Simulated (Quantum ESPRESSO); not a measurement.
**λ and ρ(T) of AlRu (Pm-3m) from pw.x, ph.x and EPW**

Wanted: λ, Tc and ρ(T) of AlRu (Pm-3m) from Quantum ESPRESSO and EPW.

Main program and level: Quantum ESPRESSO 7.5; DFT LDA, scalar-relativistic, plane waves, PseudoDojo 0.4.1 norm-conserving pseudopotentials.

**1. The starting structure**

It takes space group Pm-3m (No. 221, cubic). Conventional cell: a = 2.992 Å, b = 2.992 Å, c = 2.992 Å, α = 90.00°, β = 90.00°, γ = 90.00°. Al has 8 Ru at 2.59 Å nearest. Ru has 8 Al at 2.59 Å nearest. Farther neighbours are not listed.

**2. Relaxation**

The cell is relaxed under the functional used for all that follows.

The input, relax.in:

```
&control
   calculation = 'vc-relax'
   prefix = 'x'
   outdir = './tmp'
   pseudo_dir = './pseudo'
   tprnfor = .true.
   tstress = .true.
   etot_conv_thr = 1.0d-05
   forc_conv_thr = 4.0d-04
/
&system
   ibrav = 0
   nat = 2
   ntyp = 2
   ecutwfc = 88.0
   occupations = 'smearing'
   smearing = 'mv'
   degauss = 0.02
/
&electrons
   conv_thr = 1.0d-11
/
&ions
/
&cell
   press_conv_thr = 0.4
/
ATOMIC_SPECIES
 Al     26.9815  Al.upf
 Ru    101.0700  Ru.upf
CELL_PARAMETERS angstrom
     2.991600000    0.000000000    0.000000000
     0.000000000    2.991600000    0.000000000
     0.000000000    0.000000000    2.991600000
ATOMIC_POSITIONS crystal
 Al     0.000000000   0.000000000   0.000000000
 Ru     0.500000000   0.500000000   0.500000000
K_POINTS automatic
 8 8 8 0 0 0
```

Launch:

```sh
OMP_NUM_THREADS=1 mpirun -n 8 pw.x -nk 8 -in relax.in > relax.out
```

The program printed:

```text
Program PWSCF v.7.5

     This program is part of the open-source Quantum ESPRESSO suite
     for quantum simulation of materials; please cite
         "P. Giannozzi et al., J. Phys.:Condens. Matter 21 395502 (2009);
         "P. Giannozzi et al., J. Phys.:Condens. Matter 29 465901 (2017);
         "P. Giannozzi et al., J. Chem. Phys. 152 154105 (2020);
     in publications or presentations arising from this work. More details at

     Message from routine setup:
     using ibrav=0 with symmetry is DISCOURAGED, use correct ibrav instead

     G-vector sticks info
     --------------------
     sticks:   dense  smooth     PW     G-vecs:    dense   smooth      PW
     Sum         885     885    277                20005    20005    3407

     Using Slab Decomposition

     bravais-lattice index     =            0
     lattice parameter (alat)  =       5.6533  a.u.
     unit-cell volume          =     180.6788 (a.u.)^3
     number of atoms/cell      =            2
     number of atomic types    =            2
     number of electrons       =        19.00
     number of Kohn-Sham states=           14
     kinetic-energy cutoff     =      88.0000  Ry
     charge density cutoff     =     352.0000  Ry
     scf convergence threshold =      1.0E-11
     mixing beta               =       0.7000
     number of iterations used =            8  plain     mixing
     energy convergence thresh.=      1.0E-05
     force convergence thresh. =      4.0E-04
     press convergence thresh. =      4.0E-01
     Exchange-correlation= SLA  PW   NOGX NOGC
                           (   1   4   0   0   0   0   0)
     nstep                     =           50

     celldm(1)=   5.653305  celldm(2)=   0.000000  celldm(3)=   0.000000
     celldm(4)=   0.000000  celldm(5)=   0.000000  celldm(6)=   0.000000

     crystal axes: (cart. coord. in units of alat)
               a(1) = (   1.000000   0.000000   0.000000 )
               a(2) = (   0.000000   1.000000   0.000000 )
               a(3) = (   0.000000   0.000000   1.000000 )
[...]
estimated scf accuracy    <       0.56171514 Ry
     estimated scf accuracy    <       0.00183294 Ry
     estimated scf accuracy    <       0.00004859 Ry
     estimated scf accuracy    <       0.00000136 Ry
     estimated scf accuracy    <       0.00000023 Ry
     estimated scf accuracy    <          3.6E-09 Ry
     estimated scf accuracy    <          4.5E-09 Ry
     estimated scf accuracy    <          8.4E-11 Ry
     number of Kohn-Sham states=           14
     number of k points=    35  Marzari-Vanderbilt smearing, width (Ry)=  0.0200
     estimated scf accuracy    <       0.19310943 Ry
     estimated scf accuracy    <       0.54221027 Ry
     estimated scf accuracy    <       0.00128704 Ry
     estimated scf accuracy    <       0.00006952 Ry
     estimated scf accuracy    <       0.00000262 Ry
     estimated scf accuracy    <       0.00000066 Ry
     estimated scf accuracy    <          4.0E-09 Ry
     estimated scf accuracy    <          3.6E-09 Ry
     estimated scf accuracy    <          3.7E-10 Ry
     estimated scf accuracy    <          5.6E-12 Ry
     the Fermi energy is    16.7124 ev
!    total energy              =    -207.08436857 Ry
     estimated scf accuracy    <          4.4E-14 Ry
     convergence has been achieved in  11 iterations
          total   stress  (Ry/bohr**3)                   (kbar)     P=       -0.01
   JOB DONE.
```

It took 11 s on 8 MPI ranks of Arm Neoverse V2, shared host; 89 s of CPU time.

This step gave:

| Item | Value |
| --- | --- |
| free energy | -2817.5264 eV |
| pressure | -0.001 GPa |
| volume per atom | 12.88 Å³/atom |

The volume ends at 12.88 Å³ an atom, -3.8 % from the start.

**3. Ground state**

Linear response needs a tightly converged ground state.

The input, scf.in:

```
&control
   calculation = 'scf'
   prefix = 'x'
   outdir = './tmp'
   pseudo_dir = './pseudo'
   tprnfor = .true.
   tstress = .true.
/
&system
   ibrav = 0
   nat = 2
   ntyp = 2
   ecutwfc = 88.0
   occupations = 'smearing'
   smearing = 'mv'
   degauss = 0.02
/
&electrons
   conv_thr = 1.0d-12
/
ATOMIC_SPECIES
 Al     26.9815  Al.upf
 Ru    101.0700  Ru.upf
CELL_PARAMETERS angstrom
     2.953401000    0.000000000    0.000000000
     0.000000000    2.953401000    0.000000000
     0.000000000    0.000000000    2.953401000
ATOMIC_POSITIONS crystal
 Al     0.000000000   0.000000000   0.000000000
 Ru     0.500000000   0.500000000   0.500000000
K_POINTS automatic
 8 8 8 0 0 0
```

Launch:

```sh
OMP_NUM_THREADS=1 mpirun -n 8 pw.x -nk 8 -in scf.in > scf.out
```

The program printed:

```text
[banner, memory and clock lines left out]
[...]
number of Kohn-Sham states=           14
     number of k points=    35  Marzari-Vanderbilt smearing, width (Ry)=  0.0200
     estimated scf accuracy    <       0.18565313 Ry
     estimated scf accuracy    <       0.50382009 Ry
     estimated scf accuracy    <       0.00157690 Ry
     estimated scf accuracy    <       0.00004513 Ry
     estimated scf accuracy    <       0.00000149 Ry
     estimated scf accuracy    <       0.00000025 Ry
     estimated scf accuracy    <          2.9E-09 Ry
     estimated scf accuracy    <          3.5E-09 Ry
     estimated scf accuracy    <          8.8E-11 Ry
     estimated scf accuracy    <          4.0E-12 Ry
     the Fermi energy is    16.7124 ev
!    total energy              =    -207.08436857 Ry
     estimated scf accuracy    <          1.2E-14 Ry
     convergence has been achieved in  11 iterations
          total   stress  (Ry/bohr**3)                   (kbar)     P=       -0.02
```

Run time: 3.2 s. Hardware: 8 MPI ranks; 25 s of CPU time.

Numbers from this step:

| Item | Value |
| --- | --- |
| Fermi energy | 16.71 eV |
| pressure | -0.002 GPa |

The Fermi level lies at 16.71 eV and the pressure is -0.002 GPa.

**4. Phonons on the coarse mesh**

ph.x gives the dynamical matrices and the changes of the potential on a coarse q mesh, which EPW interpolates.

The input, ph.in:

```
phonons
&inputph
   prefix = 'x'
   outdir = './tmp'
   tr2_ph = 1.0d-14
   fildyn = 'x.dyn'
   fildvscf = 'dvscf'
   ldisp = .true.
   nq1 = 4
   nq2 = 4
   nq3 = 4
   alpha_mix(1) = 0.5
   amass(1) = 26.9815
   amass(2) = 101.07
/
```

Launch:

```sh
OMP_NUM_THREADS=1 mpirun -n 8 ph.x -nk 8 -in ph.in > ph.out
```

The program printed:

```text
[banner, memory and clock lines left out]
Program PHONON v.7.5

     ./tmp/x.save/

     IMPORTANT: XC functional enforced from input :
     Exchange-correlation= PW
                           (   1   4   0   0   0   0   0)
     Any further DFT definition will be discarded
     Please, verify this is what you really want

     G-vector sticks info

     Reading collected, re-writing distributed wavefunctions in ./tmp/

     Dynamical matrices for ( 4, 4, 4)  uniform grid of q-points
     (  10 q-points):
       N         xq(1)         xq(2)         xq(3)
       1   0.000000000   0.000000000   0.000000000
       2   0.000000000   0.000000000   0.250000000
       3   0.000000000   0.000000000  -0.500000000
       4   0.000000000   0.250000000   0.250000000
       5   0.000000000   0.250000000  -0.500000000
       6   0.000000000  -0.500000000  -0.500000000
       7   0.250000000   0.250000000   0.250000000
       8   0.250000000   0.250000000  -0.500000000
       9   0.250000000  -0.500000000  -0.500000000
      10  -0.500000000  -0.500000000  -0.500000000

     Number and degeneracy of irreps per q-point
       N         xq(1)         xq(2)         xq(3)   N irreps
       1   0.000000000   0.000000000   0.000000000       2
        3   3
       2   0.000000000   0.000000000   0.250000000       4
        1   1   2   2
       3   0.000000000   0.000000000  -0.500000000       4
        1   2   1   2
       4   0.000000000   0.250000000   0.250000000       6
     No degeneracy
       5   0.000000000   0.250000000  -0.500000000       6
     No degeneracy
       6   0.000000000  -0.500000000  -0.500000000       4
        1   1   2   2
       7   0.250000000   0.250000000   0.250000000       4
        1   1   2   2
       8   0.250000000   0.250000000  -0.500000000       6
     No degeneracy
       9   0.250000000  -0.500000000  -0.500000000       4
        1   1   2   2
      10  -0.500000000  -0.500000000  -0.500000000       2
        3   3

     Saving dvscf to file. Distribute only q points, not irreducible representations.

     Calculation of q =    0.0000000   0.0000000   0.0000000

     phonons

     bravais-lattice index     =            0
     lattice parameter (alat)  =       5.5811  a.u.
     unit-cell volume          =     173.8457 (a.u.)^3
     number of atoms/cell      =            2
     number of atomic types    =            2
     kinetic-energy cut-off    =      88.0000  Ry
     charge density cut-off    =     352.0000  Ry
     convergence threshold     =      1.0E-14
     beta                      =       0.5000
     number of iterations used =            4
     Exchange-correlation= PW
                           (   1   4   0   0   0   0   0)

     celldm(1)=    5.58112  celldm(2)=    0.00000  celldm(3)=    0.00000
     celldm(4)=    0.00000  celldm(5)=    0.00000  celldm(6)=    0.00000

     crystal axes: (cart. coord. in units of alat)
               a(1) = (  1.0000  0.0000  0.0000 )
               a(2) = (  0.0000  1.0000  0.0000 )
               a(3) = (  0.0000  0.0000  1.0000 )

     reciprocal axes: (cart. coord. in units 2 pi/alat)
               b(1) = (  1.0000  0.0000  0.0000 )
               b(2) = (  0.0000  1.0000  0.0000 )
               b(3) = (  0.0000  0.0000  1.0000 )

     Atoms inside the unit cell:

     Cartesian axes

     site n.  atom      mass           positions (alat units)
        1  Al     26.9815   tau(    1) = (    0.00000    0.00000    0.00000  )
        2  Ru    101.0700   tau(    2) = (    0.50000    0.50000    0.50000  )

     Computing dynamical matrix for
                    q = (   0.0000000   0.0000000   0.0000000 )

     49 Sym.Ops. (with q -> -q+G )

     G cutoff =  277.7317  (  19381 G-vectors)     FFT grid: ( 36, 36, 36)

     number of k points=    35  Marzari-Vanderbilt smearing, width (Ry)=  0.0200

     PseudoPot. # 1 for Al read from file:
     ./pseudo/Al.upf
     Pseudo is Norm-conserving + core correction, Zval =  3.0
     Using radial grid of 1854 points,  6 beta functions with:
                l(1) =   0
                l(2) =   0
                l(3) =   1
                l(4) =   1
                l(5) =   2
                l(6) =   2

     PseudoPot. # 2 for Ru read from file:
     ./pseudo/Ru.upf
     Pseudo is Norm-conserving + core correction, Zval = 16.0
     Using radial grid of 1548 points,  6 beta functions with:
                l(1) =   0
                l(2) =   0
                l(3) =   1
                l(4) =   1
                l(5) =   2
                l(6) =   2

     Mode symmetry, O_h (m-3m)  point group:

     Atomic displacements:
     There are    2 irreducible representations

     Representation     1      3 modes -  To be done

     Representation     2      3 modes -  To be done

     Alpha used in Ewald sum =   2.8000

     Representation #   1 modes #   1   2   3

     Self-consistent Calculation

     Pert. #  1: Fermi energy shift (Ry) =    -8.6165E-26     0.0000E+00
     Pert. #  2: Fermi energy shift (Ry) =     1.7233E-26     0.0000E+00
     Pert. #  3: Fermi energy shift (Ry) =    -6.8932E-26     0.0000E+00

      thresh= 1.000E-02 alpha_mix =  0.500 |ddv_scf|^2 =  8.433E-06

     Pert. #  1: Fermi energy shift (Ry) =     5.5145E-25     0.0000E+00
     Pert. #  2: Fermi energy shift (Ry) =     1.6544E-24     0.0000E+00
     Pert. #  3: Fermi energy shift (Ry) =     0.0000E+00     0.0000E+00

      thresh= 2.904E-04 alpha_mix =  0.500 |ddv_scf|^2 =  4.670E-08

     Pert. #  1: Fermi energy shift (Ry) =    -3.4466E-26     0.0000E+00
     Pert. #  2: Fermi energy shift (Ry) =    -1.0340E-25     0.0000E+00
     Pert. #  3: Fermi energy shift (Ry) =     0.0000E+00     0.0000E+00

      thresh= 2.161E-05 alpha_mix =  0.500 |ddv_scf|^2 =  6.429E-09

     Pert. #  1: Fermi energy shift (Ry) =     0.0000E+00     0.0000E+00
     Pert. #  2: Fermi energy shift (Ry) =     7.7548E-26     0.0000E+00
     Pert. #  3: Fermi energy shift (Ry) =     3.4466E-26     0.0000E+00

      thresh= 8.018E-06 alpha_mix =  0.500 |ddv_scf|^2 =  5.146E-11

     Pert. #  1: Fermi energy shift (Ry) =     0.0000E+00     0.0000E+00
     Pert. #  2: Fermi energy shift (Ry) =     0.0000E+00     0.0000E+00
     Pert. #  3: Fermi energy shift (Ry) =     0.0000E+00     0.0000E+00

      thresh= 7.174E-07 alpha_mix =  0.500 |ddv_scf|^2 =  8.308E-13

     Pert. #  1: Fermi energy shift (Ry) =    -3.4466E-26     0.0000E+00
[...]
thresh= 9.115E-08 alpha_mix =  0.500 |ddv_scf|^2 =  5.298E-15

     End of self-consistent calculation

     Convergence has been achieved

     Representation #   2 modes #   4   5   6

     Self-consistent Calculation

[...]
k = 0.1250 0.2500 0.3750 (  2420 PWs)   bands (ev):

[...]
k =-0.3750-0.2500-0.1250 (  2420 PWs)   bands (ev):

[...]
k = 0.1250 0.2500-0.5000 (  2432 PWs)   bands (ev):

[...]
k =-0.3750-0.2500-1.0000 (  2417 PWs)   bands (ev):

[...]
k = 0.1250 0.3750 0.3750 (  2420 PWs)   bands (ev):

[...]
k =-0.3750-0.1250-0.1250 (  2428 PWs)   bands (ev):

[...]
k = 0.1250 0.3750-0.5000 (  2428 PWs)   bands (ev):

[...]
k =-0.3750-0.1250-1.0000 (  2426 PWs)   bands (ev):

[...]
k = 0.1250-0.5000-0.5000 (  2424 PWs)   bands (ev):

[...]
k =-0.3750-1.0000-1.0000 (  2424 PWs)   bands (ev):

[...]
k = 0.2500 0.2500 0.2500 (  2425 PWs)   bands (ev):

[...]
k = 0.2500 0.2500 0.3750 (  2425 PWs)   bands (ev):

[...]
k = 0.2500 0.2500-0.5000 (  2422 PWs)   bands (ev):

[...]
k = 0.2500 0.3750 0.3750 (  2416 PWs)   bands (ev):

[...]
k =-0.2500-0.1250-0.1250 (  2421 PWs)   bands (ev):

[...]
k = 0.2500 0.3750-0.5000 (  2410 PWs)   bands (ev):

[...]
k =-0.2500-0.1250-1.0000 (  2428 PWs)   bands (ev):

[...]
k = 0.2500-0.5000-0.5000 (  2408 PWs)   bands (ev):

[...]
k =-0.2500-1.0000-1.0000 (  2425 PWs)   bands (ev):

[...]
k = 0.3750 0.3750 0.3750 (  2413 PWs)   bands (ev):

   -54.9394 -25.1572 -25.1543 -25.1543  11.3385  12.4013  12.4013  16.7885
    16.7885  17.5387  21.0691  21.9529  21.9529  26.5888

          k =-0.1250-0.1250-0.1250 (  2424 PWs)   bands (ev):

   -54.9790 -25.0270 -25.0228 -25.0228   7.6655  13.2105  13.2105  16.0205
    16.2332  16.2332  22.4867  22.4867  23.0484  28.8381

          k = 0.3750 0.3750-0.5000 (  2406 PWs)   bands (ev):

   -54.9367 -25.1886 -25.1522 -25.1504  11.4803  12.1701  12.2827  16.8602
    17.2239  19.5242  19.7191  20.6393  22.8780  25.5027

          k =-0.1250-0.1250-1.0000 (  2424 PWs)   bands (ev):

   -54.9817 -25.0290 -25.0260 -24.9883   7.3737  13.0663  13.1131  16.1025
    16.4721  16.6536  21.9170  22.4218  24.0580  27.4323

          k = 0.3750-0.5000-0.5000 (  2416 PWs)   bands (ev):

   -54.9340 -25.1845 -25.1845 -25.1474  11.5615  12.0763  12.0763  17.0892
    18.3732  19.9746  20.1473  20.1473  21.5570  25.6347

          k =-0.1250-1.0000-1.0000 (  2445 PWs)   bands (ev):

   -54.9845 -25.0308 -24.9914 -24.9914   7.0738  12.9749  12.9775  16.5131
    16.5131  16.9237  21.6429  23.4771  23.4771  27.2640

          k =-0.5000-0.5000-0.5000 (  2440 PWs)   bands (ev):

   -54.9313 -25.1805 -25.1805 -25.1805  11.8269  11.8269  11.8269  18.3880
    18.3880  19.3700  20.8921  20.8921  20.8921  25.6014

          k =-1.0000-1.0000-1.0000 (  2469 PWs)   bands (ev):

   -54.9873 -24.9944 -24.9944 -24.9944   6.7664  12.8696  12.8696  16.8849
    16.8849  16.8849  22.8784  22.8784  22.8784  27.9424

     the Fermi energy is    16.7124 ev

     Writing config to output data dir ./tmp/_ph0/x.q_10/x.save/ :
     XML data file

     phonons

     bravais-lattice index     =            0
     lattice parameter (alat)  =       5.5811  a.u.
     unit-cell volume          =     173.8457 (a.u.)^3
     number of atoms/cell      =            2
     number of atomic types    =            2
     kinetic-energy cut-off    =      88.0000  Ry
     charge density cut-off    =     352.0000  Ry
     convergence threshold     =      1.0E-14
     beta                      =       0.5000
     number of iterations used =            4
     Exchange-correlation= PW
                           (   1   4   0   0   0   0   0)

     celldm(1)=    5.58112  celldm(2)=    0.00000  celldm(3)=    0.00000
     celldm(4)=    0.00000  celldm(5)=    0.00000  celldm(6)=    0.00000

     crystal axes: (cart. coord. in units of alat)
               a(1) = (  1.0000  0.0000  0.0000 )
               a(2) = (  0.0000  1.0000  0.0000 )
               a(3) = (  0.0000  0.0000  1.0000 )

     reciprocal axes: (cart. coord. in units 2 pi/alat)
               b(1) = (  1.0000  0.0000  0.0000 )
               b(2) = (  0.0000  1.0000  0.0000 )
               b(3) = (  0.0000  0.0000  1.0000 )

     Atoms inside the unit cell:

     Cartesian axes

     site n.  atom      mass           positions (alat units)
        1  Al     26.9815   tau(    1) = (    0.00000    0.00000    0.00000  )
        2  Ru    101.0700   tau(    2) = (    0.50000    0.50000    0.50000  )

     Computing dynamical matrix for
                    q = (  -0.5000000  -0.5000000  -0.5000000 )

     49 Sym.Ops. (with q -> -q+G )

     G cutoff =  277.7317  (  19381 G-vectors)     FFT grid: ( 36, 36, 36)

     number of k points=    70  Marzari-Vanderbilt smearing, width (Ry)=  0.0200

     PseudoPot. # 1 for Al read from file:
     ./pseudo/Al.upf
     Pseudo is Norm-conserving + core correction, Zval =  3.0
     Using radial grid of 1854 points,  6 beta functions with:
                l(1) =   0
                l(2) =   0
                l(3) =   1
                l(4) =   1
                l(5) =   2
                l(6) =   2

     PseudoPot. # 2 for Ru read from file:
     ./pseudo/Ru.upf
     Pseudo is Norm-conserving + core correction, Zval = 16.0
     Using radial grid of 1548 points,  6 beta functions with:
                l(1) =   0
                l(2) =   0
                l(3) =   1
                l(4) =   1
                l(5) =   2
                l(6) =   2

     Mode symmetry, O_h (m-3m)  point group:

     Atomic displacements:
     There are    2 irreducible representations

     Representation     1      3 modes -  To be done

     Representation     2      3 modes -  To be done

     Alpha used in Ewald sum =   2.8000

     Representation #   1 modes #   1   2   3

     Self-consistent Calculation

      thresh= 1.000E-02 alpha_mix =  0.500 |ddv_scf|^2 =  2.263E-05

      thresh= 4.757E-04 alpha_mix =  0.500 |ddv_scf|^2 =  1.176E-06

      thresh= 1.084E-04 alpha_mix =  0.500 |ddv_scf|^2 =  9.355E-09

      thresh= 9.672E-06 alpha_mix =  0.500 |ddv_scf|^2 =  4.238E-11

      thresh= 6.510E-07 alpha_mix =  0.500 |ddv_scf|^2 =  1.469E-12

      thresh= 1.212E-07 alpha_mix =  0.500 |ddv_scf|^2 =  9.819E-14

      thresh= 3.133E-08 alpha_mix =  0.500 |ddv_scf|^2 =  2.415E-16

     End of self-consistent calculation

     Convergence has been achieved

     Representation #   2 modes #   4   5   6

     Self-consistent Calculation

      thresh= 1.000E-02 alpha_mix =  0.500 |ddv_scf|^2 =  6.665E-08

      thresh= 2.582E-05 alpha_mix =  0.500 |ddv_scf|^2 =  7.484E-10

      thresh= 2.736E-06 alpha_mix =  0.500 |ddv_scf|^2 =  1.569E-10

      thresh= 1.252E-06 alpha_mix =  0.500 |ddv_scf|^2 =  3.612E-13

      thresh= 6.010E-08 alpha_mix =  0.500 |ddv_scf|^2 =  8.435E-15

     End of self-consistent calculation

     Convergence has been achieved

     Number of q in the star =    1
     List of q in the star:
          1  -0.500000000  -0.500000000  -0.500000000

     Diagonalizing the dynamical matrix

     q = (   -0.500000000  -0.500000000  -0.500000000 )

 **************************************************************************
     freq (    1) =       4.907124 [THz] =     163.684022 [cm-1]
     freq (    2) =       4.907124 [THz] =     163.684022 [cm-1]
     freq (    3) =       4.907124 [THz] =     163.684022 [cm-1]
     freq (    4) =      10.144942 [THz] =     338.398844 [cm-1]
     freq (    5) =      10.144942 [THz] =     338.398844 [cm-1]
     freq (    6) =      10.144942 [THz] =     338.398844 [cm-1]
 **************************************************************************

     Mode symmetry, O_h (m-3m)  point group:

     freq (   1-   3) =        163.7  [cm-1]   --> T_2g G_25' G_5+
     freq (   4-   6) =        338.4  [cm-1]   --> T_1u G_15  G_4-
```

Run time: 14 min. Hardware: 8 MPI ranks; 1.8 h of CPU time.

Numbers from this step:

- lowest frequency off the zone centre: 78.82 cm⁻¹
- largest magnitude of the acoustic modes at the zone centre, before the sum rule: 8.013 cm⁻¹

(Part 1 of 3 ends here.)

[The logs of pw.x and epw.x are selected lines.]

[Logs are printed without paths, hosts, clocks, repeated set-up lines and the standing remarks that a program may print on its own settings, such as how far it seeks lower states.]

[Hosts, paths, dates, database ids (printed as entryN), source tags and the programs' standing remarks are cut or masked in the printed files.]
